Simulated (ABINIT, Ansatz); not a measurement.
# ZrSe3 (P2_1/m): bands and cutoff in G0W0 with ABINIT, part 2 of 2

Aim: raise bands and screening cutoff together for ZrSe3 (P2_1/m) and follow gap and time.

ABINIT 10.8.3; LDA and many-body steps on it, plane waves. Known limits of the many-body steps: not at the basis limit; no spin-orbit coupling; coarse k mesh.

So far. Step 3 (Screening, 2×4×1 mesh, 122 bands, screening to 62.6 eV): Local fields lower ε∞ by 13 %. On a Γ-centred mesh this coarse the value itself is usually too large, while a short band sum pulls it down. Step 4 (122 bands, 62.6 eV): The gap on the mesh goes from 0.29 eV to 0.78 eV, a correction of +0.48 eV.

## (6) 209 bands, 114.3 eV

This step: G0W0 on LDA, plane waves, norm-conserving pseudopotentials.

run.abi reads:

```
acell 3*1.0 Angstrom
rprim 
  5.410900000000 -0.000000000000 -0.000000000000
  -0.000000000000 3.748800000000 0.000000000000
  -1.229420909100 0.000000000000 9.363634990100
ntypat 2
znucl 40 34
natom 8
typat 1 1 2 2 2 2 2 2
xred 
  0.285000000000 0.250000000000 0.656000000000
  0.715000000000 0.750000000000 0.344000000000
  0.762000000000 0.250000000000 0.554000000000
  0.238000000000 0.750000000000 0.446000000000
  0.456000000000 0.250000000000 0.174000000000
  0.544000000000 0.750000000000 0.826000000000
  0.888000000000 0.250000000000 0.169000000000
  0.112000000000 0.750000000000 0.831000000000
pp_dirpath "pseudos"
pseudos "Zr.upf, Se.upf"
ecut 48
ngkpt 2 4 1
nshiftk 1
shiftk 0 0 0
kptopt 1
chksymbreak 0
istwfk *1
occopt 1
irdwfk 1
optdriver 4
nband 209
gwcalctyp 0
ecutsigx 48
symsigma 1
nkptgw 2
kptgw 
  0.0000000000 0.0000000000 0.0000000000
  0.5000000000 0.0000000000 0.0000000000
bdgw 
  83 86
  83 86
ecuteps 4.2
irdscr 1
ppmodel 1
indata_prefix "in"
outdata_prefix "out"
tmpdata_prefix "tmp"
```

Run with:

```bash
$ OMP_NUM_THREADS=1 mpirun -n 16 abinit run.abi > log
```

Numbers of over 12 decimals in the logs are rounded to 6 here.

Log:

```text
.Version 10.8.3 of ABINIT. v10.8.2 released Aug 2026.

 Symmetries : space group P2_1/m (# 11); Bravais mP (primitive monocl.)
[... echo of the input left out ...]
== DATASET  1 ==================================================================
-   mpi_nproc: 16, omp_nthreads: 1 (-1 if OMP is not activated)

--- !DatasetInfo
iteration_state: {dtset: 1, }
dimensions: {natom: 8, nkpt: 6, mband: 209, nsppol: 1, nspinor: 1, nspden: 1, mpw: 20400, }
cutoff_energies: {ecut:  48.0, pawecutdg:  -1.0, }
electrons: {nelect:   1.68000000E+02, charge:   0.00000000E+00, occopt:   1.00000000E+00, tsmear:   1.00000000E-02, }

 SIGMA: Calculation of the GW corrections

 Based on a program developped by R.W. Godby, V. Olevano, G. Onida, and L. Reining.
 Incorporated in ABINIT by V. Olevano, G.-M. Rignanese, and M. Torrent.
.Using double precision arithmetic ; gwpc =  8

[... cell and pseudopotentials left out ...]
--------------------------------------------------------------------------------

 ==== K-mesh for the wavefunctions ====
 Number of points in the irreducible wedge :     6
[... list of points left out ...]
 Together with  4 symmetry operations and time-reversal symmetry
 yields     8 points in the full Brillouin Zone.

 ==== Q-mesh for screening function ====
 Number of points in the irreducible wedge :     6
[... list of points left out ...]
 Together with  4 symmetry operations and time-reversal symmetry
 yields     8 points in the full Brillouin Zone.

 vcoul_init : cutoff-mode = AUXILIARY_FUNCTION
 q-points for optical limit:   1
     1)      0.000010    0.000020    0.000030
 setmesh: FFT mesh size selected  =    72x   48x  120
          total number of points  =       414720

 Number of electrons calculated from density =  168.0000; Expected =  168.0000
[...]
number of omega for Sigma on real axis              0
 max omega for Sigma on real axis  [eV]           0.00
 zcut for avoiding poles [eV]                     0.10

 EPSILON^-1 parameters (SCR file):
 dimension of the eps^-1 matrix on file            521
 dimension of the eps^-1 matrix used               521
 number of plane-waves for wavefunctions         20343
 number of bands                                   209
 number of q-points in IBZ                           6
 number of frequencies                               2
 number of real frequencies                          1
 number of imag frequencies                          1

 matrix elements of self-energy operator (all in [eV])

 Perturbative Calculation

--- !SelfEnergy_ee
iteration_state: {dtset: 1, }
kpoint     : [   0.000,    0.000,    0.000, ]
spin       : 1
KS_gap     :    0.626
QP_gap     :    1.028
Delta_QP_KS:    0.401
data: !SigmaeeData |
     Band     E0 <VxcDFT>   SigX SigC(E0)      Z dSigC/dE  Sig(E)    E-E0       E
       83   6.127 -15.080 -16.276   1.862   0.794  -0.259 -14.551   0.530   6.656
       84   6.253 -15.341 -16.921   2.243   0.795  -0.258 -14.814   0.526   6.779
       85   6.879 -13.260  -8.379  -3.716   0.797  -0.254 -12.332   0.928   7.807
[...]
--- !SelfEnergy_ee
iteration_state: {dtset: 1, }
kpoint     : [   0.500,    0.000,    0.000, ]
spin       : 1
KS_gap     :    0.595
QP_gap     :    1.172
Delta_QP_KS:    0.577
data: !SigmaeeData |
     Band     E0 <VxcDFT>   SigX SigC(E0)      Z dSigC/dE  Sig(E)    E-E0       E
[...]
85   6.545 -14.133 -10.081  -2.762   0.793  -0.262 -13.111   1.022   7.567
       86   6.885 -14.406 -10.124  -2.896   0.792  -0.262 -13.308   1.098   7.983

== END DATASET(S) ==============================================================
================================================================================

 -outvars: echo values of variables after computation  --------
           etotal      0.0000000000E+00
            nband         209
             nkpt           6
          spgroup          11
 [... the other variables as echoed above ...]

 Calculation completed.
```

Run time: 16 s. Hardware: 16 MPI ranks of Arm Neoverse V2, shared host; peak memory 7 GiB.

This step gave:

```
G0W0 gap on the points computed              : 0.7880 eV
starting gap on the mesh                     : 0.2917 eV
k of the valence top                         : 0, 0, 0
k of the conduction bottom                   : 0.5, 0, 0
Z at the valence top                         : 0.795
Z at the conduction bottom                   : 0.793
least direct G0W0 gap on the computed points : 1.028 eV
```

Against G0W0 in ABINIT (2×4×1 mesh, 122 bands, screening to 62.6 eV, Godby-Needs plasmon pole), the gap moves by +0.012 eV.

## (7) Screening, 2×4×1 mesh, 392 bands, screening to 176.9 eV

This step: RPA screening on LDA, plane waves, norm-conserving pseudopotentials.

Edit run.abi of step 6 so:

```diff
@@ -29,17 +29,8 @@
 irdwfk 1
-optdriver 4
-nband 209
-gwcalctyp 0
-ecutsigx 48
-symsigma 1
-nkptgw 2
-kptgw 
-  0.0000000000 0.0000000000 0.0000000000
-  0.5000000000 0.0000000000 0.0000000000
-bdgw 
-  83 86
-  83 86
-ecuteps 4.2
-irdscr 1
-ppmodel 1
+optdriver 3
+nband 392
+ecuteps 6.5
+inclvkb 2
+awtr 1
+symchi 1
 indata_prefix "in"
```

Log:

```text
.Version 10.8.3 of ABINIT. v10.8.2 released Aug 2026.

 Symmetries : space group P2_1/m (# 11); Bravais mP (primitive monocl.)
[... echo of the input left out ...]
== DATASET  1 ==================================================================
-   mpi_nproc: 16, omp_nthreads: 1 (-1 if OMP is not activated)

--- !DatasetInfo
iteration_state: {dtset: 1, }
dimensions: {natom: 8, nkpt: 6, mband: 392, nsppol: 1, nspinor: 1, nspden: 1, mpw: 20400, }
cutoff_energies: {ecut:  48.0, pawecutdg:  -1.0, }
[...]
--------------------------------------------------------------------------------
[... chi0 elements left out ...]
 For q-point:  0.000010 0.000020 0.000030
  dielectric constant =  17.0383
  dielectric constant without local fields =  19.7580

  Average fulfillment of the sum rule on Im[epsilon] for q-point    1 :     41.37  [%]
[... wings left out ...]
  q-point number  2        q = ( 0.500000, 0.000000, 0.000000) [r.l.u.]
--------------------------------------------------------------------------------
[... chi0 elements left out ...]
  Average fulfillment of the sum rule on Im[epsilon] for q-point    2 :     42.48  [%]

 [... 4 further q-points ...]
```

The job ended after 8.3 min (16 MPI ranks; peak memory 24 GiB).

Numbers from this step:

- ε∞ with local fields, on this mesh, along the program's q direction: 17.04
- the same without local fields: 19.76
- plasma frequency: 34.92 eV
- plane waves in the screening matrix: 985

## (8) 392 bands, 176.9 eV

This step: G0W0 on LDA, plane waves, norm-conserving pseudopotentials.

Edit run.abi of step 7 so:

```diff
@@ -29,8 +29,17 @@
 irdwfk 1
-optdriver 3
+optdriver 4
 nband 392
+gwcalctyp 0
+ecutsigx 48
+symsigma 1
+nkptgw 2
+kptgw 
+  0.0000000000 0.0000000000 0.0000000000
+  0.5000000000 0.0000000000 0.0000000000
+bdgw 
+  83 86
+  83 86
 ecuteps 6.5
-inclvkb 2
-awtr 1
-symchi 1
+irdscr 1
+ppmodel 1
 indata_prefix "in"
@@ -38 +47,2 @@
 tmpdata_prefix "tmp"
+gwmem 10
```

Log:

```text
.Version 10.8.3 of ABINIT. v10.8.2 released Aug 2026.

 Symmetries : space group P2_1/m (# 11); Bravais mP (primitive monocl.)
[... echo of the input left out ...]
== DATASET  1 ==================================================================
-   mpi_nproc: 16, omp_nthreads: 1 (-1 if OMP is not activated)

--- !DatasetInfo
iteration_state: {dtset: 1, }
dimensions: {natom: 8, nkpt: 6, mband: 392, nsppol: 1, nspinor: 1, nspden: 1, mpw: 20400, }
cutoff_energies: {ecut:  48.0, pawecutdg:  -1.0, }
[...]
Band     E0 <VxcDFT>   SigX SigC(E0)      Z dSigC/dE  Sig(E)    E-E0       E
[...]
85   6.545 -14.133 -10.081  -3.236   0.791  -0.264 -13.488   0.645   7.190
       86   6.885 -14.406 -10.124  -3.385   0.790  -0.265 -13.697   0.709   7.594

== END DATASET(S) ==============================================================
================================================================================

 -outvars: echo values of variables after computation  --------
           etotal      0.0000000000E+00
            nband         392
             nkpt           6
          spgroup          11
 [... the other variables as echoed above ...]

 Calculation completed.
```

The job ended after 56 s (16 MPI ranks; peak memory 8.8 GiB).

This step gave:

```
G0W0 gap on the points computed              : 0.8360 eV
starting gap on the mesh                     : 0.2917 eV
k of the valence top                         : 0, 0, 0
k of the conduction bottom                   : 0.5, 0, 0
least direct G0W0 gap on the computed points : 1.079 eV
```

Against G0W0 in ABINIT (2×4×1 mesh, 209 bands, screening to 114.3 eV, Godby-Needs plasmon pole), the gap moves by +0.048 eV.

## (9) The runs together

Times are wall times on 16 MPI ranks of Arm Neoverse V2, shared host, good to a factor of about two. A run's time includes the screening step that it read.

| run | mesh | bands | screening cutoff (eV) | DFT gap (eV) | gap on the mesh (eV) | direct (eV) | ε∞ used | time |
| --- | --- | --- | --- | --- | --- | --- | --- | --- |
| 122 bands, 62.6 eV | 2×4×1 | 122 | 62.6 | 0.292 | 0.776 | 1.012 | 17.06 | 59 s |
| 209 bands, 114.3 eV | 2×4×1 | 209 | 114.3 | 0.292 | 0.788 | 1.028 | 17.05 | 2.6 min |
| 392 bands, 176.9 eV | 2×4×1 | 392 | 176.9 | 0.292 | 0.836 | 1.079 | 17.04 | 9.2 min |

## (10) Outcome

| Property | Result |
| --- | --- |
| 122 bands, 62.6 eV | 0.776 eV |
| 209 bands, 114.3 eV | 0.788 eV |
| 392 bands, 176.9 eV | 0.836 eV |
| known limits | not at the basis limit; no spin-orbit coupling; coarse k mesh |

What this shows: From the first rung to the last the gap moves by +0.06 eV for 9.4 times the time. The steps are not yet shrinking, so no limit is drawn. In the G0W0 runs levels were corrected at 2 k points alone, so a gap called «on the mesh» is the least over those, and an edge elsewhere would be missed. The 2×4×1 mesh is coarse for this cell, which bears on the long-range parts of exchange and screening. The many-body steps are scalar-relativistic: spin-orbit coupling is not in them.

[Paths, hosts, dates, memory and timing lines, banners, echoed tables and standing remarks are left out of the program output.]

[Logs are printed without paths, hosts, clocks, repeated set-up lines and the standing remarks that a program may print on its own settings, such as how far it seeks lower states.]

[Runs of the session that timed out or met a known fault of the program may be left out.]

[Hosts, paths, dates, database ids (printed as entryN), source tags and the programs' standing remarks are cut or masked in the printed files.]

[G0W0 gaps are taken among the corrected bands and points alone; a level outside them can change the order at an edge.]

[Where Ansatz stands beside ABINIT at settings called matched, ABINIT's density can come from a denser mesh and the files from another edition; pairs whose starting gaps differed by over 0.03 eV were left out, so agreement reads better than it is.]
